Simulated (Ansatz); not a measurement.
# Structural relaxation of C(100)/AlN(10-10) interface (192 atoms), part 2 of 3

Wanted: the relaxed structure of C(100)/AlN(10-10) interface (192 atoms) and its electronic structure.

Ansatz 0.2.0; Kohn-Sham DFT, PBE, PAW (set soft_2), plane waves.

The cell: 136 C, 28 Al and 28 N. The host structure and its lattice constant were typed by rule, without a check against the phase diagram.

So far. Step 2 (Single point at the start): The r.m.s. force component of 1.1 eV/Å and the pressure of -5.2 GPa set the starting point.

## 3. Cell and atoms relaxed

Cell and atoms are freed together, to release stress as well as forces.

File input.yaml:

```yaml
crystal:
  lattice:
    - [13.6186, 0.0, 0.0]
    - [0.54426, 7.95561, 0.0]
    - [0.0, 0.0, 13.87303]
  atoms:
    [... the 192 atom lines of step 2 ...]
kpoints:
  mp_grid: { grid: [1, 2, 1] }
hamiltonian:
  xc: pbe
scf:
  occupations: { method: gaussian, width: 0.05 }
output:
  forces: true
relax:
  f_tol: 0.03
  max_steps: 101
  cell: {}
```

Run with:

```sh
> ansatz run input.yaml --threads 4 --pin off --max-ram 8192MiB --backend cpu --events-out ev --progress --plain --runs-dir out
```

Numbers of over 12 decimals in the logs are rounded to 6 here.

Log:

```text
[...]
Crystal: 192 atoms, lattice volume = 1503.063 Å³
Basis set: ecut = 420 eV, 29409 PW (Γ), exchange–correlation on 192×108×192 points (8 copies of the dense FFT grid, shifted against one another)
Bands: 576, of which v1, the nominal top of the filled ones, is band 384 counted from 1 (383 counted from 0)
Symmetry: 1 space group operations
[...]
k-points: 2
[...]
SCF iter   1: F=—  HF=-59868.625876 eV  |F-HF|=—  |Δ(HF+E_count)|=         —  Δρ=1.43e-2  dr2=7.36e0  ethr=1.77e-3  ⟨swp⟩=6.0  Hψ=4719  notcnv=0  defer=314
[...]
SCF iter  14: F=-59867.413840 eV  HF=-59867.413840 eV  |F-HF|=4.15e-8  |Δ(HF+E_count)|=   1.26e-8  Δρ=7.27e-7  dr2=4.64e-8  ethr=1.30e-11  ⟨swp⟩=3.0  Hψ=2475  notcnv=0
SCF 1 converged in 14 iterations: F = -59867.413840 eV  dr2 = 4.64e-8
[...]
relax step   1: F+E_penalty+E_count = -59867.41384031 eV  Δ(F+E_penalty+E_count) = +0.000e0 eV  max|allowed force component| = 4.853e0 eV/Å  Δτ_max = 0.0000 Å  P = -5.177 GPa  Ω = 1503.063 Å³  (14 SCF iters, dr2 threshold 1.00e-7 eV, accepted)
[... from here on, the SCF cycles and remarks between the steps are left out ...]
relax step   2: F+E_penalty+E_count = -59882.70884595 eV  Δ(F+E_penalty+E_count) = -1.530e1 eV  max|allowed force component| = 3.209e0 eV/Å  Δτ_max = 0.1917 Å  P = -2.724 GPa  Ω = 1455.453 Å³  energy of the carried Pulay correction = +2.162e-1 eV  (10 SCF iters, dr2 threshold 1.92e-5 eV, accepted)
relax step   3: F+E_penalty+E_count = -59892.58254961 eV  Δ(F+E_penalty+E_count) = -9.874e0 eV  max|allowed force component| = 2.404e0 eV/Å  Δτ_max = 0.1972 Å  P = +1.950 GPa  Ω = 1418.128 Å³  energy of the carried Pulay correction = +3.906e-1 eV  (8 SCF iters, dr2 threshold 1.92e-5 eV, accepted)
relax step   4: F+E_penalty+E_count = -59899.26689064 eV  Δ(F+E_penalty+E_count) = -6.684e0 eV  max|allowed force component| = 2.371e0 eV/Å  Δτ_max = 0.2000 Å  P = +2.830 GPa  Ω = 1407.921 Å³  energy of the carried Pulay correction = +4.391e-1 eV  (8 SCF iters, dr2 threshold 1.92e-5 eV, accepted)
relax step   5: F+E_penalty+E_count = -59904.47669365 eV  Δ(F+E_penalty+E_count) = -5.210e0 eV  max|allowed force component| = 1.481e0 eV/Å  Δτ_max = 0.1943 Å  P = +0.088 GPa  Ω = 1417.747 Å³  energy of the carried Pulay correction = +3.924e-1 eV  (9 SCF iters, dr2 threshold 1.92e-5 eV, accepted)
relax step   6: F+E_penalty+E_count = -59908.47430889 eV  Δ(F+E_penalty+E_count) = -3.998e0 eV  max|allowed force component| = 1.772e0 eV/Å  Δτ_max = 0.2000 Å  P = +0.271 GPa  Ω = 1419.234 Å³  energy of the carried Pulay correction = +3.854e-1 eV  (14 SCF iters, dr2 threshold 1.92e-5 eV, accepted)
relax step   7: F+E_penalty+E_count = -59909.68793302 eV  Δ(F+E_penalty+E_count) = -1.214e0 eV  max|allowed force component| = 4.537e0 eV/Å  Δτ_max = 0.1960 Å  P = +0.352 GPa  Ω = 1426.329 Å³  energy of the carried Pulay correction = +3.519e-1 eV  (13 SCF iters, dr2 threshold 1.92e-5 eV, accepted)
relax step   8: F+E_penalty+E_count = -59911.35525037 eV  Δ(F+E_penalty+E_count) = -1.667e0 eV  max|allowed force component| = 6.549e-1 eV/Å  Δτ_max = 0.2000 Å  P = +0.217 GPa  Ω = 1425.806 Å³  energy of the carried Pulay correction = +3.544e-1 eV  (13 SCF iters, dr2 threshold 1.92e-5 eV, accepted)
relax step   9: F+E_penalty+E_count = -59911.84920734 eV  Δ(F+E_penalty+E_count) = -4.940e-1 eV  max|allowed force component| = 1.025e0 eV/Å  Δτ_max = 0.2000 Å  P = +0.240 GPa  Ω = 1425.193 Å³  energy of the carried Pulay correction = +3.573e-1 eV  (12 SCF iters, dr2 threshold 1.92e-5 eV, accepted)
relax step  10: F+E_penalty+E_count = -59912.46822991 eV  Δ(F+E_penalty+E_count) = -6.190e-1 eV  max|allowed force component| = 1.565e0 eV/Å  Δτ_max = 0.1943 Å  P = -0.569 GPa  Ω = 1427.065 Å³  energy of the carried Pulay correction = +3.485e-1 eV  (13 SCF iters, dr2 threshold 1.92e-5 eV, accepted)
relax step  11: F+E_penalty+E_count = -59912.77897131 eV  Δ(F+E_penalty+E_count) = -3.107e-1 eV  max|allowed force component| = 2.587e0 eV/Å  Δτ_max = 0.1954 Å  P = +0.723 GPa  Ω = 1421.060 Å³  energy of the carried Pulay correction = +3.768e-1 eV  (17 SCF iters, dr2 threshold 1.92e-5 eV, accepted)
relax step  12: F+E_penalty+E_count = -59912.89107796 eV  Δ(F+E_penalty+E_count) = -1.121e-1 eV  max|allowed force component| = 2.135e0 eV/Å  Δτ_max = 0.2000 Å  P = +0.533 GPa  Ω = 1422.178 Å³  energy of the carried Pulay correction = +3.715e-1 eV  (11 SCF iters, dr2 threshold 1.92e-5 eV, accepted)
relax step  13: F+E_penalty+E_count = -59913.22714706 eV  Δ(F+E_penalty+E_count) = -3.361e-1 eV  max|allowed force component| = 8.245e-1 eV/Å  Δτ_max = 0.1321 Å  P = -0.431 GPa  Ω = 1427.078 Å³  energy of the carried Pulay correction = +3.484e-1 eV  (10 SCF iters, dr2 threshold 1.92e-5 eV, accepted)
relax step  14: F+E_penalty+E_count = -59913.21794965 eV  Δ(F+E_penalty+E_count) = +9.197e-3 eV  max|allowed force component| = 6.689e-1 eV/Å  Δτ_max = 0.2000 Å  P = +0.439 GPa  Ω = 1423.519 Å³  energy of the carried Pulay correction = +3.652e-1 eV  (11 SCF iters, dr2 threshold 1.92e-5 eV, rejected (line search))
relax step  15: F+E_penalty+E_count = -59913.38511583 eV  Δ(F+E_penalty+E_count) = -1.580e-1 eV  max|allowed force component| = 1.849e-1 eV/Å  Δτ_max = 0.0974 Å  P = +0.119 GPa  Ω = 1425.241 Å³  energy of the carried Pulay correction = +3.570e-1 eV  (17 SCF iters, accepted)
relax step  16: F+E_penalty+E_count = -59913.38382144 eV  Δ(F+E_penalty+E_count) = +1.294e-3 eV  max|allowed force component| = 2.176e-1 eV/Å  Δτ_max = 0.0390 Å  P = -0.225 GPa  Ω = 1426.883 Å³  energy of the carried Pulay correction = +3.493e-1 eV  (11 SCF iters, dr2 threshold 2.14e-6 eV, accepted)
relax step  17: F+E_penalty+E_count = -59913.40873577 eV  Δ(F+E_penalty+E_count) = -2.491e-2 eV  max|allowed force component| = 1.070e-1 eV/Å  Δτ_max = 0.0072 Å  P = +0.154 GPa  Ω = 1425.409 Å³  energy of the carried Pulay correction = +3.563e-1 eV  (9 SCF iters, dr2 threshold 2.96e-6 eV, accepted)
relax step  18: F+E_penalty+E_count = -59913.20983026 eV  Δ(F+E_penalty+E_count) = +1.989e-1 eV  max|allowed force component| = 4.197e-1 eV/Å  Δτ_max = 0.0799 Å  P = -0.809 GPa  Ω = 1431.334 Å³  energy of the carried Pulay correction = +3.284e-1 eV  (12 SCF iters, dr2 threshold 7.16e-7 eV, rejected (line search))
relax step  19: F+E_penalty+E_count = -59913.41219155 eV  Δ(F+E_penalty+E_count) = -3.456e-3 eV  max|allowed force component| = 5.720e-2 eV/Å  Δτ_max = 0.0124 Å  P = -0.017 GPa  Ω = 1426.209 Å³  energy of the carried Pulay correction = +3.525e-1 eV  (17 SCF iters, accepted)
relax step  20: F+E_penalty+E_count = -59913.41350671 eV  Δ(F+E_penalty+E_count) = -1.315e-3 eV  max|allowed force component| = 2.178e-2 eV/Å  Δτ_max = 0.0111 Å  P = +0.001 GPa  Ω = 1426.253 Å³  energy of the carried Pulay correction = +3.523e-1 eV  (10 SCF iters, dr2 threshold 2.05e-7 eV, accepted)
relax step  21: F+E_penalty+E_count = -59913.19129766 eV  Δ(F+E_penalty+E_count) = +2.222e-1 eV  max|allowed force component| = 2.077e-2 eV/Å  Δτ_max = 0.0000 Å  P = -0.273 GPa  Ω = 1426.253 Å³  stress off target by 4.66e-1 GPa  SCF on the basis re-selected at this cell (its energy is not comparable with the rows above)  (11 SCF iters)
relax step  22: F+E_penalty+E_count = -59913.20397672 eV  Δ(F+E_penalty+E_count) = -1.268e-2 eV  max|allowed force component| = 3.354e-2 eV/Å  Δτ_max = 0.0055 Å  P = +0.141 GPa  Ω = 1423.916 Å³  energy of the carried Pulay correction = +1.087e-2 eV  (10 SCF iters, dr2 threshold 5.44e-7 eV, accepted)
relax step  23: F+E_penalty+E_count = -59913.20180716 eV  Δ(F+E_penalty+E_count) = +2.170e-3 eV  max|allowed force component| = 1.007e-2 eV/Å  Δτ_max = 0.0016 Å  P = +0.008 GPa  Ω = 1424.573 Å³  energy of the carried Pulay correction = +7.826e-3 eV  (9 SCF iters, dr2 threshold 1.68e-7 eV, accepted)
relax step  24: F+E_penalty+E_count = -59913.19229704 eV  Δ(F+E_penalty+E_count) = +9.510e-3 eV  max|allowed force component| = 1.006e-2 eV/Å  Δτ_max = 0.0000 Å  P = +0.002 GPa  Ω = 1424.573 Å³  stress off target by 9.99e-3 GPa  SCF on the basis re-selected at this cell (its energy is not comparable with the rows above)  (8 SCF iters)
[...]
SCF converged after 8 iterations
Free energy (F): -59913.192297 eV
[...]
Internal energy: -59913.145993 eV  (E = F + TS)
E sigma→0 (E₀):  -59913.169145 eV
Entropy (-TS):   -0.046304 eV (-0.241 meV/atom)
Fermi energy:    10.879218 eV
[...]
--- Forces (eV/Å), atoms counted from 1 ---
  atom   1  C      0.00038827     0.00107449     0.00207072
  atom   2  C      0.00009407     0.00039780    -0.00200342
  atom   3  C      0.00059551    -0.00088661     0.00016041
  atom   4  C     -0.00016549     0.00055155    -0.00057997
  atom   5  C      0.00072508    -0.00028892     0.00034385
  atom   6  C     -0.00096396     0.00075911    -0.00115611
  atom   7  C     -0.00154231    -0.00063124    -0.00247215
  atom   8  C      0.00096100    -0.00112732     0.00041640
  atom   9  C     -0.00103797     0.00089008    -0.00022602
  atom  10  C     -0.00209969    -0.00195283     0.00139535
  atom  11  C     -0.00026889     0.00038437    -0.00026679
  atom  12  C      0.00078461    -0.00041197    -0.00079713
  atom  13  C      0.00091269    -0.00047674     0.00050813
  atom  14  C      0.00014975     0.00026312    -0.00049967
[...]
atom 191  Al     0.00374473    -0.00248549    -0.00304522
  atom 192  N     -0.00568377    -0.00298831     0.00015767
  max |Σ_I F_I| component: 3.46e-5 eV/Å
--- Stress (GPa, compression-positive) ---
       -0.002389       0.004730      -0.007516
        0.004742       0.003697       0.002668
       -0.007515       0.002669       0.005413
  P = ⅓ Tr σ = 0.0022 GPa (0.022 kbar)
--- Relaxed structure (22 steps of the walk, 20 accepted, 2 SCFs on fresh bases) ---
  F+E_penalty+E_count = -59913.19229704 eV   max|allowed force component| = 1.006e-2 eV/Å   (the final SCF, on the basis selected at the relaxed cell)
  cell:  # Å, volume = 1424.5726 Å³
    - [13.474213, 0.056543, -0.192874]
    - [0.571520, 7.974282, 0.070374]
    - [-0.196477, 0.136161, 13.266504]
  atoms:
    - { symbol: C, position: [-0.00880722, 0.016120, 0.985995] }
    - { symbol: C, position: [0.842491, 0.275467, 0.058447] }
    - { symbol: C, position: [0.930323, 0.209061, 0.126323] }
    - { symbol: C, position: [0.905008, 0.063424, 0.191902] }
[...]
- { symbol: N, position: [0.677094, 0.838536, 0.777236] }
```

Wall time 24 min (4 threads of Arm Neoverse V2, shared host); peak memory 4.9 GiB.

Step by step (22 of 24):

```tsv
step	energy less that of the first step (eV)	largest force component (eV/Å)	pressure (GPa)	volume (Å³)
1	0.0000	4.8529	-5.18	1503.06
2	-15.2950	3.2095	-2.72	1455.45
3	-25.1687	2.4037	1.95	1418.13
4	-31.8531	2.3715	2.83	1407.92
5	-37.0629	1.4807	0.09	1417.75
6	-41.0605	1.7724	0.27	1419.23
8	-43.9414	0.6549	0.22	1425.81
9	-44.4354	1.0254	0.24	1425.19
10	-45.0544	1.5655	-0.57	1427.07
11	-45.3651	2.5866	0.72	1421.06
12	-45.4772	2.1346	0.53	1422.18
13	-45.8133	0.8245	-0.43	1427.08
14	-45.8041	0.6689	0.44	1423.52
15	-45.9713	0.1849	0.12	1425.24
16	-45.9700	0.2176	-0.23	1426.88
17	-45.9949	0.1070	0.15	1425.41
19	-45.9984	0.0572	-0.02	1426.21
20	-45.9997	0.0218	0.00	1426.25
21*	-45.7775	0.0208	-0.27	1426.25
22	-45.7901	0.0335	0.14	1423.92
23	-45.7880	0.0101	0.01	1424.57
24*	-45.7785	0.0101	0.00	1424.57
```

Relaxation steps marked * repeat the geometry before them on a plane-wave basis chosen anew for their cell, so energy and pressure can jump there. Other such steps can lie between the rows shown. Relaxation steps 14, 18 were tried and not accepted.

```tsv
cell as run	before	after	change
a (Å)	13.619	13.476	-1.0 %
b (Å)	7.974	7.995	+0.3 %
c (Å)	13.873	13.269	-4.4 %
α (°)	90.00	88.97	-1.1 %
β (°)	90.00	91.67	+1.9 %
γ (°)	86.09	85.67	-0.5 %
volume (Å³/atom)	7.83	7.42	-5.2 %
```

The atoms that moved most (Å, as changes of fractional coordinates times the final cell):

```tsv
atom	dx	dy	dz	length
N150	0.473	-0.522	0.431	0.826
N188	-0.405	-0.483	-0.499	0.804
C97	-0.630	0.313	0.155	0.720
C9	-0.589	0.293	-0.179	0.681
C25	-0.590	0.251	-0.063	0.645
Al189	0.167	-0.116	0.594	0.628
C104	0.509	-0.251	-0.215	0.607
C121	-0.558	0.226	-0.054	0.604
```

The relaxation changed the energy by -238 meV/atom, and atoms moved by 0.32 Å r.m.s., 0.83 Å at most.

## 4. Local order after relaxation

Density 3.24 g/cm³, 7.420 Å³ an atom.

Pair distribution functions g(r), in bins of 0.2 Å:

```tsv
r (Å)	total	C-C	C-Al	C-N	Al-Al	Al-N	N-N
1.30	0.03	0.00	0.00	0.16	0.00	0.00	0.00
1.50	3.12	5.96	0.00	0.55	0.00	0.00	0.00
1.70	0.27	0.49	0.00	0.00	0.00	0.46	0.00
1.90	0.68	0.00	0.15	0.00	0.00	15.30	0.00
2.10	0.27	0.07	0.44	0.00	0.00	3.41	0.00
2.30	0.43	0.80	0.11	0.03	0.00	0.13	0.00
2.50	2.67	5.12	0.12	0.30	0.44	0.00	0.00
2.70	0.70	1.06	0.31	0.41	0.77	0.00	0.39
2.90	1.79	2.63	0.49	0.50	4.92	0.59	6.43
3.10	1.07	1.06	0.49	0.44	7.71	0.82	6.99
3.30	0.58	0.32	0.44	0.49	4.55	1.73	2.70
3.50	0.95	1.14	0.41	0.71	0.60	2.30	1.31
3.70	0.81	0.84	0.52	0.68	0.10	2.90	0.54
3.90	1.25	1.98	0.42	0.45	0.46	1.52	0.29
4.10	0.52	0.43	0.66	0.40	0.43	1.50	0.78
4.30	1.38	2.07	0.59	0.47	1.16	1.76	1.41
4.50	1.23	1.75	0.65	0.55	0.85	1.56	0.65
4.70	1.12	1.42	0.70	0.64	0.71	2.40	0.46
4.90	0.83	0.88	0.64	0.79	0.71	1.51	0.90
5.10	0.95	1.04	0.77	0.80	1.99	0.64	1.50
5.30	1.17	1.50	0.69	0.82	2.46	0.36	1.80
5.50	0.94	0.95	0.81	0.81	2.15	0.91	2.06
5.70	1.27	1.53	0.86	1.02	1.52	1.15	1.92
5.90	0.86	0.68	0.85	0.97	1.78	1.21	2.29
6.10	0.70	0.47	0.99	0.76	1.36	1.07	1.26
6.30	1.07	1.20	1.00	0.93	0.40	1.15	0.47
6.50	1.01	1.07	0.98	0.91	0.34	1.50	0.51
6.70	1.35	1.71	1.01	1.09	0.29	1.21	0.39
```

(Continued in part 3 of 3.)

[Logs are printed without paths, hosts, clocks, repeated set-up lines and the standing remarks that a program may print on its own settings, such as how far it seeks lower states.]

[Hosts, paths, dates, database ids (printed as entryN), source tags and the programs' standing remarks are cut or masked in the printed files.]
